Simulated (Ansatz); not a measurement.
## The valence band of AlV2C as photoemission sees it

Wanted: projected DOS of AlV2C, weighted into photoemission and X-ray emission spectra, at several levels of theory.

Main program and level: Ansatz 0.2.0; DFT, LDA, plane-wave PAW, default files, scalar-relativistic, in the first sound run; inputs show where later runs differ.

**1. The structure**

The structure is hexagonal, space group P6_3/mmc (No. 194). Conventional cell: a = 2.888 Å, b = 2.888 Å, c = 13.105 Å, α = 90.00°, β = 90.00°, γ = 120.00°. V has 3 C at 2.02 Å and 3 Al at 2.72 Å nearest. Nearest to Al lie 6 V at 2.72 Å and 6 Al at 2.89 Å. C has 6 V at 2.02 Å nearest. Farther neighbours are not listed.

**2. The base run**

The base run gives the projected DOS, from which the spectra are built. The DOS is taken on a denser mesh than the density.

The input, input.yaml:

```yaml
crystal:
  lattice:
    - [2.8875990726, 0.0, 0.0]
    - [-1.4437995363, 2.5007341528, 0.0]
    - [0.0, 0.0, 13.10482311]
  atoms:
    - { symbol: V, position: [0.3333333333, 0.6666666667, 0.91361578], spin: 2.0 }
    - { symbol: V, position: [0.6666666667, 0.3333333333, 0.08638422], spin: 2.0 }
    - { symbol: V, position: [0.6666666667, 0.3333333333, 0.41361578], spin: 2.0 }
    - { symbol: V, position: [0.3333333333, 0.6666666667, 0.58638422], spin: 2.0 }
    - { symbol: Al, position: [0.6666666667, 0.3333333333, 0.75] }
    - { symbol: Al, position: [0.3333333333, 0.6666666667, 0.25] }
    - { symbol: C, position: [0.0, 0.0, 0.5] }
    - { symbol: C, position: [0.0, 0.0, 0.0] }
magnetization:
  spin_polarized: true
kpoints:
  mp_grid: { grid: [12, 12, 4] }
  band_path:
    path:
      - [[0.0, 0.0, 0.0], [0.5, 0.0, 0.0], [0.333333, 0.333333, 0.0], [0.0, 0.0, 0.0], [0.0, 0.0, 0.5], [0.5, 0.0, 0.5], [0.333333, 0.333333, 0.5], [0.0, 0.0, 0.5]]
      - [[0.5, 0.0, 0.5], [0.5, 0.0, 0.0]]
      - [[0.333333, 0.333333, 0.5], [0.333333, 0.333333, 0.0]]
    npoints: 10
scf:
  occupations: { method: fermi_dirac, width: 0.05 }
  n_extra_bands: 20
hamiltonian:
  xc: lda
  pseudopotentials: { kind: paw }
output:
  forces: true
  stress: true
  dos:
    projected: true
    de: 0.05
    e_range: [-30, 12]
    nscf_kmesh: { grid: [24, 24, 4] }
  fatbands: true
```

Run with:

```bash
$ ansatz run input.yaml --threads 2 --pin off --max-ram 4096MiB --backend cpu --events-out ev --progress --plain --runs-dir out
```

Numbers of over 12 decimals in the logs are rounded to 6 here.

The program printed:

```text
scf.n_extra_bands = 20 over 33 filled bands (N_el = 66.0): the run solves 53 bands
Engine: ansatz 0.2.0, aarch64-unknown-linux-gnu
Pseudopotentials: kind: paw
Pseudopotential: V, paw, valence charge 13, recommended cutoff 420 eV (normal), V.paw.azcp
Pseudopotential: Al, paw, valence charge 3, recommended cutoff 420 eV (normal), Al.paw.azcp
Pseudopotential: C, paw, valence charge 4, recommended cutoff 420 eV (normal), C.paw.azcp
Functional definition: SPW92
  exchange = slater_x
  correlation = pw_c
Crystal: 8 atoms, lattice volume = 94.631 Å³
Basis set: ecut = 420 eV, 1855 PW (Γ)
Bands: 53, of which v1, the nominal top of the filled ones, is band 33 counted from 1 (32 counted from 0)
Symmetry: 24 space group operations
Space group: P63/mmc (ITA 194), of the structure as read, at distance tolerance 4.6e-5 Å
Magnetic group: BNS 194.263 (UNI 1493), of the structure as read, at distance tolerance 4.6e-5 Å
k-points: 57 of 576
Non-local potential: V, projectors of the file, l = 0: 3, l = 1: 2, l = 2: 3, l = 3: 1
Non-local potential: Al, projectors of the file, l = 0: 2, l = 1: 2, l = 2: 1
Non-local potential: C, projectors of the file, l = 0: 2, l = 1: 2, l = 2: 1
PAW form: soft (Blöchl's): semilocal exchange-correlation on the pseudo side does not see the compensation charge
PAW frozen core: V, regenerated for the run's functional, and the local potential with it (the file was generated under x = pbe(κ = 0.804, μ = 0.219515), c = pbe(β = 0.066725))
PAW frozen core: Al, regenerated for the run's functional, and the local potential with it (the file was generated under x = pbe(κ = 0.804, μ = 0.219515), c = pbe(β = 0.066725))
PAW frozen core: C, regenerated for the run's functional, and the local potential with it (the file was generated under x = pbe(κ = 0.804, μ = 0.219515), c = pbe(β = 0.066725))
PAW one-centre angular grid: V, 590 points (default); XC on 64 Gauss nodes
PAW one-centre angular grid: Al, 110 points (default); XC on 64 Gauss nodes
PAW one-centre angular grid: C, 110 points (default); XC on 64 Gauss nodes
Initial density: superposition of atomic densities (chi_scale 0.1, normalization cell, long waves kept (reshape's long-wave potential 0.18 eV rms))
Starting moments: Σ|m| = 8 μB on 4 of 8 sites
Initial wavefunctions: pseudopotential atomic-orbital guess
Functional: x = slater, c = lda
SCF iter   1: F=—  HF=-12965.029679 eV  |F-HF|=—  |Δ(HF+E_count)|=         —  Δρ=1.50e-1 (↑1.50e-1 ↓7.98e-2)  dr2=1.58e1  dr2_m=9.79e0  M=0.294 μB ∫|m|=0.433 μB  β_m=0.30  ethr=3.10e-3  ⟨swp⟩=5.6  Hψ=21364  notcnv=0  defer=81
Mixer restart at iter 1: flushing history
preconditioner: auto → Kerker (q_TF=auto, 2.569 Å⁻¹)  [metal: Δε(μ)=0.004 eV  Ē_g=8.658 eV  σ=0.050 eV  W_gap=0.02  n_scr=28 (ndim 8)  ℏωp=22.3 eV  f_vac=0.000  D(μ)=3.70/eV (n_scr^D=28)]
spin=Collinear: Kerker preconditioning applied to the charge; magnetization (m = ρ↑ − ρ↓) channel mixes plain (no charge-response kernel on spin).
SCF iter   2: F=—  HF=-12958.429922 eV  |F-HF|=—  |Δ(HF+E_count)|=    6.60e0  Δρ=8.93e-2 (↑8.93e-2 ↓6.50e-2)  dr2=4.00e0  dr2_m=4.74e0  M=0.356 μB ∫|m|=0.451 μB  β_m=0.52  ethr=3.10e-3  ⟨swp⟩=2.6  Hψ=10526  notcnv=0  defer=1174
SCF iter   3: F=—  HF=-12957.633164 eV  |F-HF|=—  |Δ(HF+E_count)|=   7.97e-1  Δρ=2.93e-2 (↑1.34e-2 ↓2.93e-2)  dr2=1.06e0  dr2_m=3.32e-1  M=0.201 μB ∫|m|=0.246 μB  β_m=0.76  ethr=3.10e-3  ⟨swp⟩=2.0  Hψ=8849  notcnv=0  defer=1180
SCF iter   4: F=—  HF=-12958.141257 eV  |F-HF|=—  |Δ(HF+E_count)|=   5.08e-1  Δρ=3.53e-3 (↑3.17e-3 ↓3.53e-3)  dr2=2.59e-1  dr2_m=9.25e-4  M=0.019 μB ∫|m|=0.031 μB  β_m=0.88  ethr=1.61e-3  ⟨swp⟩=2.6  Hψ=9813  notcnv=0  defer=1074
SCF iter   5: F=—  HF=-12958.094800 eV  |F-HF|=—  |Δ(HF+E_count)|=   4.65e-2  Δρ=2.26e-3 (↑2.23e-3 ↓2.26e-3)  dr2=2.00e-2  dr2_m=2.29e-6  M=-0.001 μB ∫|m|=0.001 μB  β_m=0.94  ethr=3.92e-4  ⟨swp⟩=2.0  Hψ=7725  notcnv=0  defer=1076
SCF iter   6: F=—  HF=-12958.101061 eV  |F-HF|=—  |Δ(HF+E_count)|=   6.26e-3  Δρ=3.84e-4 (↑3.56e-4 ↓3.84e-4)  dr2=9.66e-4  dr2_m=1.92e-5  M=0.002 μB ∫|m|=0.002 μB  β_m=0.94  ethr=3.03e-5  ⟨swp⟩=3.0  Hψ=11228  notcnv=0  defer=1098
SCF iter   7: F=—  HF=-12958.100839 eV  |F-HF|=—  |Δ(HF+E_count)|=   2.22e-4  Δρ=8.29e-5 (↑8.29e-5 ↓8.26e-5)  dr2=1.79e-5  dr2_m=3.99e-8  M=-0.000 μB ∫|m|=0.000 μB  β_m=0.97  ethr=1.46e-6  ⟨swp⟩=2.1  Hψ=7092  notcnv=0  defer=1098
SCF iter   8: F=—  HF=-12958.100832 eV  |F-HF|=—  |Δ(HF+E_count)|=   6.27e-6  Δρ=3.74e-5 (↑3.74e-5 ↓2.88e-5)  dr2=3.83e-6  dr2_m=2.37e-8  M=-0.000 μB ∫|m|=0.000 μB  β_m=0.93  ethr=2.72e-8  ⟨swp⟩=2.3  Hψ=8508  notcnv=0  defer=1098
SCF iter   9: F=—  HF=-12958.100832 eV  |F-HF|=—  |Δ(HF+E_count)|=   3.92e-7  Δρ=5.89e-6 (↑4.13e-6 ↓5.89e-6)  dr2=3.84e-8  dr2_m=9.42e-9  M=-0.000 μB ∫|m|=0.000 μB  β_m=0.96  ethr=5.80e-9  ⟨swp⟩=2.9  Hψ=10344  notcnv=0  defer=1098
SCF iter  10: F=—  HF=-12958.100832 eV  |F-HF|=—  |Δ(HF+E_count)|=   1.57e-8  Δρ=1.06e-6 (↑1.06e-6 ↓1.00e-6)  dr2=2.28e-9  dr2_m=9.54e-12  M=0.000 μB ∫|m|=0.000 μB  β_m=0.94  ethr=5.82e-11  ⟨swp⟩=2.8  Hψ=9745  notcnv=0  defer=1098
SCF iter  11: F=-12958.100832 eV  HF=-12958.100832 eV  |F-HF|=4.02e-9  |Δ(HF+E_count)|=  2.66e-10  Δρ=9.84e-7 (↑9.84e-7 ↓9.84e-7)  dr2=4.39e-9  dr2_m=7.08e-13  M=0.000 μB ∫|m|=0.000 μB  ethr=3.46e-12  ⟨swp⟩=8.0  Hψ=27137  notcnv=0
SCF 1 converged in 11 iterations: F = -12958.100832 eV  dr2 = 4.39e-9
  greatest PAW one-centre occupation: 1.000 electrons in one spin orbital (limit 2), on the V atom at site 3 (counted from 0), in its partial waves of l = 0
WARN: the starting moments were not kept: the SCF closed with an absolute magnetisation of 7.5e-7 μB, where they sum to 8 μB in size (4 sites). That is at most 0.1 of that sum. Measured as dr2_m measures the in/out step, that magnetisation stands 7.6e-14 eV from none, at or under the dr2_threshold of 1.0e-7 eV: it is no larger than a step whose dr2_m would equal this threshold. The system may hold no moment; this SCF [...]
NSCF: frozen V_eff on 93 k-points
NSCF: frozen V_eff on 183 k-points
SCF converged after 11 iterations
Magnetization: 0.0000 μB (33.0000 up, 33.0000 down)
Absolute magnetization: 0.0000 μB (∫|ρ↑−ρ↓|, with the PAW one-centre terms)
Spin contamination: 0.0000 ħ² per cell (⟨S²⟩ above its minimum at these occupations)
Per-site moments (μB) at R_I (Å): [(6.353108370654096e-8, 0.831261), (6.353108376053012e-8, 0.831261), (6.35310837575733e-8, 0.831261), (6.353108380456428e-8, 0.831261), (5.663551339027805e-9, 1.120362), (5.663551342801957e-9, 1.120362), (1.5945377343521264e-7, 0.831261), (1.5945377344175867e-7, 0.831261)]
Free energy (F): -12958.100832 eV
Harris-Foulkes:  -12958.100832 eV  (|F-HF|=4.02e-9)
Internal energy: -12958.059754 eV  (E = F + TS)
E sigma→0 (E₀):  -12958.080293 eV
Entropy (-TS):   -0.041078 eV (-5.135 meV/atom)
Fermi energy:    13.612176 eV
--- Per-component energies (eV) ---
  E_band       = -660.250802
  E_kinetic    = 1575.854349
  E_local      = -6494.602396  (includes V_loc(G=0)·N_el)
  E_nonlocal   = -91.460054
  E_hartree    = 3003.523959
  E_xc         = -696.567697
  E_vxc        = -843.427964  (∫ρ·V_xc dr)
  E_paw        = -5313.973686  (= ΣΔE_a)
  E_vpaw       = -813.657710  (= ΣTr[D̂ρ^β])
  E_aug_tail   = 0.000921  (compensation charges beyond the density's cutoff)
  E_ewald      = -4942.456847
  E_core_change = 1.621697  (= ΣΔE_core)
  E_smearing   = -0.041078  (= −TS)
  E_closure    = -0.000000  (closes the sum)
  Σ components = -12958.100832   (vs F -12958.100832, Δ=0.00e0)
--- Forces (eV/Å), atoms counted from 1 ---
  atom   1  V     -0.00000000    -0.00000000     0.62887671
  atom   2  V      0.00000000     0.00000000    -0.62887671
  atom   3  V     -0.00000000     0.00000000     0.62887671
  atom   4  V     -0.00000000    -0.00000000    -0.62887671
  atom   5  Al     0.00000000     0.00000000     0.00000000
  atom   6  Al     0.00000000    -0.00000000     0.00000000
  atom   7  C      0.00000000     0.00000000     0.00000000
  atom   8  C      0.00000000    -0.00000000     0.00000000
  max |Σ_I F_I| component: 1.11e-16 eV/Å
--- Stress (GPa, compression-positive) ---
       -8.149035       0.000000       0.000000
        0.000000      -8.149035       0.000000
        0.000000       0.000000      -9.829867
  P = ⅓ Tr σ = -8.7093 GPa (-87.093 kbar)
--- Band table (eV; the first three rows and the last of 114) ---
  k-point 0 ↑: bands = [... 29 lower, 12.9357, 13.3485, 13.3485, 13.3643, 13.3643, 14.2128, 14.2128, 14.2519, ... 16 higher]
  k-point 1 ↑: bands = [... 29 lower, 12.9015, 13.3508, 13.3508, 13.3620, 13.3620, 14.2182, 14.2182, 14.2459, ... 16 higher]
  k-point 2 ↑: bands = [... 29 lower, 12.8056, 13.3564, 13.3564, 13.3564, 13.3564, 14.2318, 14.2318, 14.2318, ... 16 higher]
  k-point 56 ↓: bands = [... 29 lower, 11.6942, 12.0656, 12.0656, 12.8755, 12.8755, 14.6472, 14.6472, 15.0186, ... 16 higher]
```

The job ended after 63 s (2 threads of Arm Neoverse V2, shared host; peak memory 0.94 GiB; 2.1 min of CPU time).

In the SCF lines HF is the Harris–Foulkes energy and dr2 the Hartree energy of the density residual, in eV; the loop may stop once dr2 is under the threshold and the program's other checks hold. Hψ counts applications of the Hamiltonian.

Numbers from this step:

* free energy: -12958.1008 eV
* energy at zero smearing: -12958.0803 eV
* smearing term TS: 0.04108 eV
* Fermi energy: 13.61 eV
* symmetry operations: 24
* pressure: -8.709 GPa
* zero of energy: Fermi level
* share of occupied states in no projected shell: 0.0124 of the occupied states in the window
* DOS at the Fermi level: 5.155 states/eV/cell

Electronic bands along the path, in eV, zero at the Fermi level; # counts the bands kept:

| point | up #17 | up #18 | up #19 | up #20 | down #17 | down #18 | down #19 | down #20 |
| --- | --- | --- | --- | --- | --- | --- | --- | --- |
| Γ | -0.26 | -0.26 | 0.59 | 0.59 | -0.26 | -0.26 | 0.59 | 0.59 |
| halfway | 0.05 | 0.35 | 0.42 | 0.50 | 0.05 | 0.35 | 0.42 | 0.50 |
| M | 0.71 | 1.03 | 1.10 | 1.18 | 0.71 | 1.03 | 1.10 | 1.18 |
| halfway | -0.26 | 0.16 | 0.92 | 1.05 | -0.26 | 0.16 | 0.92 | 1.05 |
| K | -1.24 | -0.30 | 1.10 | 1.10 | -1.24 | -0.30 | 1.10 | 1.10 |
| halfway | -0.49 | 0.09 | 0.15 | 1.00 | -0.49 | 0.09 | 0.15 | 1.00 |
| Γ | -0.26 | -0.26 | 0.59 | 0.59 | -0.26 | -0.26 | 0.59 | 0.59 |
| halfway | -0.26 | -0.26 | 0.60 | 0.60 | -0.26 | -0.26 | 0.60 | 0.60 |
| A | -0.27 | -0.27 | 0.61 | 0.61 | -0.27 | -0.27 | 0.61 | 0.61 |
| halfway | 0.27 | 0.27 | 0.39 | 0.39 | 0.27 | 0.27 | 0.39 | 0.39 |
| L | 0.93 | 0.93 | 1.10 | 1.10 | 0.93 | 0.93 | 1.10 | 1.10 |
| halfway | -0.10 | -0.10 | 0.98 | 0.98 | -0.10 | -0.10 | 0.98 | 0.98 |
| H | -0.75 | -0.75 | 1.02 | 1.02 | -0.75 | -0.75 | 1.02 | 1.02 |
| halfway | -0.38 | -0.38 | 0.64 | 0.64 | -0.38 | -0.38 | 0.64 | 0.64 |
| A | -0.27 | -0.27 | 0.61 | 0.61 | -0.27 | -0.27 | 0.61 | 0.61 |
| jump to L | 0.93 | 0.93 | 1.10 | 1.10 | 0.93 | 0.93 | 1.10 | 1.10 |
| halfway | 0.78 | 1.05 | 1.05 | 1.16 | 0.78 | 1.05 | 1.05 | 1.16 |
| M | 0.71 | 1.03 | 1.10 | 1.18 | 0.71 | 1.03 | 1.10 | 1.18 |
| jump to H | -0.75 | -0.75 | 1.02 | 1.02 | -0.75 | -0.75 | 1.02 | 1.02 |
| halfway | -1.08 | -0.44 | 1.06 | 1.06 | -1.08 | -0.44 | 1.06 | 1.06 |
| K | -1.24 | -0.30 | 1.10 | 1.10 | -1.24 | -0.30 | 1.10 | 1.10 |

Of the projections kept (V s, V d, Al s, Al p, C s, C p, not projected), the largest for each band there; the rest of the weight can lie on other orbitals:

| point | up #17 | up #18 | up #19 | up #20 | down #17 | down #18 | down #19 | down #20 |
| --- | --- | --- | --- | --- | --- | --- | --- | --- |
| Γ | V d 0.99 | V d 0.99 | V d 0.99 | V d 0.99 | V d 0.99 | V d 0.99 | V d 0.99 | V d 0.99 |
| M | V d 0.76 | V d 0.95 | V d 0.82 | V d 0.99 | V d 0.76 | V d 0.95 | V d 0.82 | V d 0.99 |
| K | V d 0.92 | V d 0.93 | V d 0.90 | V d 0.90 | V d 0.92 | V d 0.93 | V d 0.90 | V d 0.90 |
| Γ | V d 0.99 | V d 0.99 | V d 0.99 | V d 0.99 | V d 0.99 | V d 0.99 | V d 0.99 | V d 0.99 |
| A | V d 0.99 | V d 0.99 | V d 0.99 | V d 0.99 | V d 0.99 | V d 0.99 | V d 0.99 | V d 0.99 |
| L | V d 0.80 | V d 0.80 | V d 0.97 | V d 0.97 | V d 0.80 | V d 0.80 | V d 0.97 | V d 0.97 |

The DOS has structure finer than the step of the table below, so its rows give means over 1 eV, whole bins alone (the curve runs from -13.9 to 6.47 eV). Peaks (eV: height): total -4.0: 11.2, -1.5: 9.94, 1.0: 11.2, 1.5: 14.2; V 3d -1.5: 6.02, 0.6: 8.13, 1.0: 9.67, 1.5: 13.1; C 2p -4.8: 2.08, -4.0: 5.36, -3.3: 2.71, 5.7: 2.16; Al 3p -4.8: 0.685, -2.1: 2.17, -1.5: 2.74, 3.1: 0.888; C 2s -10.5: 3.80.

* holds the states left over by the projection beside any projected weight of its own. The DOS by E, zero at the Fermi level; means over each step; 7 of 8 lines; values in states/eV/cell:

| E (eV) | total | V 3d | C 2p | Al 3p | C 2s | Al 3s | V 4s |
| --- | --- | --- | --- | --- | --- | --- | --- |
| -13 | 0.00177 | 0 | 0 | 1.2e-5 | 7.9e-4 | 1.3e-5 | 9.2e-4 |
| -12 | 0.916 | 0.0382 | 0.0171 | 0.0222 | 0.452 | 0.00285 | 0.356 |
| -11 | 2.40 | 0.455 | 0.0487 | 0.0273 | 1.49 | 0.00148 | 0.299 |
| -10 | 0.682 | 0.183 | 0.00279 | 0.00216 | 0.460 | 6.6e-5 | 0.0143 |
| -9 | 0.143 | 0.00163 | 0.00693 | 0.0153 | 0.00288 | 0.0805 | 0.0340 |
| -8 | 0.730 | 0.0358 | 0.0205 | 0.198 | 0.0282 | 0.342 | 0.0923 |
| -7 | 0.848 | 0.102 | 0.0422 | 0.318 | 0.0177 | 0.274 | 0.0826 |
| -6 | 2.35 | 0.630 | 0.887 | 0.354 | 0.0151 | 0.195 | 0.224 |
| -5 | 3.47 | 1.09 | 1.40 | 0.424 | 0.0330 | 0.256 | 0.189 |
| -4 | 5.79 | 2.34 | 2.52 | 0.383 | 0.0233 | 0.310 | 0.0889 |
| -3 | 3.39 | 1.57 | 1.12 | 0.388 | 0.0157 | 0.225 | 0.0213 |
| -2 | 6.88 | 4.23 | 0.252 | 1.78 | 0.0561 | 0.182 | 0.175 |
| -1 | 4.43 | 3.48 | 0.0904 | 0.563 | 0.0246 | 0.0711 | 0.0797 |
| 0 | 4.40 | 3.95 | 0.0944 | 0.221 | 0.00510 | 0.00588 | 0.0337 |
| 1 | 7.65 | 6.84 | 0.224 | 0.228 | 0.0195 | 0.117 | 0.0994 |
| 2 | 7.38 | 6.12 | 0.429 | 0.554 | 0.0452 | 0.0908 | 0.0518 |
| 3 | 3.47 | 1.89 | 0.455 | 0.633 | 0.0322 | 0.242 | 0.0830 |
| 4 | 5.64 | 2.72 | 1.20 | 0.583 | 0.261 | 0.379 | 0.191 |
| 5 | 5.39 | 2.04 | 1.15 | 0.661 | 0.248 | 0.290 | 0.530 |

This run's widths, added to any smearing of the DOS itself: Gaussian 0.45 eV, Lorentzian 0.2 eV plus 0.03 an eV of depth. Table of intensity by binding energy, zero at the Fermi level; values in % of the maximum within 13 eV:

| binding energy (eV) | 21.2 eV | 150 eV | 1486.7 eV | 2150 eV | 5414.7 eV |
| --- | --- | --- | --- | --- | --- |
| -1 | 2.32 | 2.61 | 2.55 | 2.54 | 1.66 |
| 0 | 34.9 | 43.2 | 37.1 | 34.2 | 15.7 |
| 1 | 60.6 | 75.5 | 70.3 | 68.1 | 40.1 |
| 2 | 77.0 | 92.5 | 95.8 | 97.6 | 68.5 |
| 3 | 53.5 | 40.7 | 45.4 | 48.7 | 39.5 |
| 4 | 99.6 | 59.9 | 65.6 | 70.6 | 59.0 |
| 5 | 54.3 | 31.3 | 44.4 | 53.2 | 58.5 |
| 6 | 33.6 | 19.0 | 32.6 | 41.6 | 52.4 |
| 7 | 6.88 | 5.97 | 21.2 | 29.9 | 41.4 |
| 8 | 3.39 | 3.65 | 20.8 | 30.5 | 44.2 |
| 9 | 1.91 | 2.14 | 9.66 | 13.7 | 18.9 |
| 10 | 5.69 | 8.10 | 24.2 | 30.8 | 32.7 |
| 11 | 10.9 | 17.9 | 60.9 | 79.7 | 91.7 |
| 12 | - | 6.03 | 29.4 | 41.5 | 57.7 |
| 13 | - | 1.23 | 5.21 | 7.25 | 9.82 |

Maxima picked by a test of local sharpness, so broad peaks and shoulders can be missing; peaks within 0.45 eV of a curve's cut are left out. Valence peaks, by row:

| photon energy (eV) | binding energy (eV) | height (% of the maximum within 13 eV) | main shell | its share (%) |
| --- | --- | --- | --- | --- |
| 21.2 | 10.6 | 15.82 | V 3d | 52.28 |
| 21.2 | 4 | 100 | C 2p | 58.64 |
| 21.2 | 1.6 | 81.59 | V 3d | 90.85 |
| 150 | 10.65 | 23.31 | C 2s | 51.53 |
| 150 | 4 | 60.14 | V 3d | 86.56 |
| 150 | 3.45 | 59.24 | V 3d | 88.81 |
| 150 | 1.6 | 100 | V 3d | 95.35 |
| 1487 | 10.65 | 72.09 | C 2s | 77.98 |
| 1487 | 4 | 65.75 | V 3d | 63.91 |
| 1487 | 1.65 | 100 | V 3d | 76.81 |
| 2150 | 10.7 | 92.26 | C 2s | 78.19 |
| 2150 | 7.95 | 30.59 | Al 3s | 66.62 |
| 2150 | 5.95 | 41.74 | Al 3s | 32.64 |
| 2150 | 4.05 | 70.85 | V 3d | 52.1 |
| 2150 | 1.7 | 100 | V 3d | 67.63 |
| 5415 | 10.7 | 100 | C 2s | 73.24 |
| 5415 | 8 | 44.27 | Al 3s | 67.92 |
| 5415 | 6.05 | 52.63 | V 4s | 45.85 |
| 5415 | 4.2 | 60.6 | Al 3s | 49.98 |
| 5415 | 2.05 | 68.7 | V 3d | 31.32 |

The intensity has structure finer than the step of the table below, so its rows give means over 0.5 eV, whole bins alone (the curve runs from -13.9 to 1.38 eV). Peaks (eV: height): V L-alpha -3.33: 55.7, -1.52: 99.7; Al K-beta -2.02: 99.9; Al K-beta, E along x -6.33: 32.8, -1.73: 50.5; Al K-beta, E along y -6.33: 32.8, -1.73: 50.5; Al K-beta, E along z -2.02: 202.

Shapes are the site's partial DOS without matrix elements, which overweights lines from ligand s bands. Intensity against emission energy less the core level's binding energy, zero at the Fermi level; means over each step; 7 of 10 lines; values in % of the unpolarised maximum:

| emission energy less the core level's binding energy (eV) | V L-alpha | Al K-beta | Al K-beta, E along x | Al K-beta, E along y | Al K-beta, E along z | Al L2,3 | C K |
| --- | --- | --- | --- | --- | --- | --- | --- |
| -13.5 | 0.365 | 0.449 | 0.415 | 0.415 | 0.518 | 0.357 | 0.126 |
| -13.0 | 0.501 | 0.615 | 0.512 | 0.512 | 0.820 | 0.461 | 0.167 |
| -12.5 | 0.825 | 1.04 | 0.704 | 0.704 | 1.71 | 0.827 | 0.293 |
| -12.0 | 1.70 | 1.69 | 1.07 | 1.07 | 2.93 | 1.30 | 0.686 |
| -11.5 | 3.63 | 2.06 | 1.47 | 1.47 | 3.22 | 1.34 | 1.21 |
| -11.0 | 7.72 | 2.13 | 1.78 | 1.78 | 2.82 | 1.40 | 1.51 |
| -10.5 | 10.5 | 1.87 | 1.84 | 1.84 | 1.92 | 1.63 | 1.04 |
| -10.0 | 4.09 | 1.62 | 1.84 | 1.84 | 1.18 | 2.33 | 0.474 |
| -9.5 | 1.60 | 2.02 | 2.52 | 2.52 | 1.01 | 4.79 | 0.435 |
| -9.0 | 1.19 | 3.56 | 4.76 | 4.76 | 1.15 | 22.6 | 0.655 |
| -8.5 | 1.35 | 7.58 | 10.6 | 10.6 | 1.48 | 72.5 | 1.09 |
| -8.0 | 1.89 | 13.2 | 18.9 | 18.9 | 1.77 | 91.7 | 1.39 |
| -7.5 | 2.71 | 17.7 | 25.4 | 25.4 | 2.17 | 83.5 | 1.88 |
| -7.0 | 4.14 | 20.9 | 29.8 | 29.8 | 3.26 | 77.3 | 3.33 |
| -6.5 | 8.03 | 23.9 | 32.3 | 32.3 | 6.96 | 73.8 | 10.5 |
| -6.0 | 15.3 | 24.4 | 29.5 | 29.5 | 14.1 | 58.9 | 30.5 |
| -5.5 | 20.2 | 23.4 | 24.2 | 24.2 | 21.7 | 41.5 | 39.8 |
| -5.0 | 26.3 | 28.7 | 31.2 | 31.2 | 23.8 | 76.9 | 46.8 |
| -4.5 | 36.4 | 29.0 | 34.1 | 34.1 | 18.7 | 90.3 | 58.9 |
| -4.0 | 52.3 | 28.2 | 33.0 | 33.0 | 18.5 | 88.4 | 87.0 |
| -3.5 | 53.0 | 28.4 | 32.0 | 32.0 | 21.1 | 85.4 | 69.0 |
| -3.0 | 37.5 | 34.6 | 34.1 | 34.1 | 35.7 | 61.8 | 33.0 |
| -2.5 | 50.5 | 70.2 | 46.1 | 46.1 | 119 | 61.0 | 9.37 |
| -2.0 | 88.3 | 98.7 | 49.4 | 49.4 | 197 | 53.6 | 9.65 |
| -1.5 | 94.3 | 86.7 | 47.8 | 47.8 | 164 | 38.0 | 7.56 |
| -1.0 | 74.5 | 39.1 | 31.4 | 31.4 | 54.4 | 22.1 | 3.06 |
| -0.5 | 65.7 | 21.3 | 20.3 | 20.3 | 22.8 | 5.68 | 2.72 |
| 0.0 | 43.1 | 11.9 | 10.9 | 10.9 | 12.8 | 1.66 | 2.04 |
| 0.5 | 7.43 | 4.52 | 3.71 | 3.71 | 5.79 | 0.525 | 0.433 |
| 1.0 | 2.95 | 2.56 | 2.02 | 2.02 | 3.55 | 0.408 | 0.301 |

(Continued in part 2 of 4.)

[Logs are printed without paths, hosts, clocks, repeated set-up lines and the standing remarks that a program may print on its own settings, such as how far it seeks lower states.]

[Hosts, paths, dates, database ids (printed as entryN), source tags and the programs' standing remarks are cut or masked in the printed files.]

[Maps of the electrostatic potential energy from Ansatz leave out the sawtooth potential of an applied field or a dipole correction, so their vacuum need not be flat; work functions include it.]

[Peak lists hold at most the 14 tallest peaks of each spectrum; further lines can be left out.]
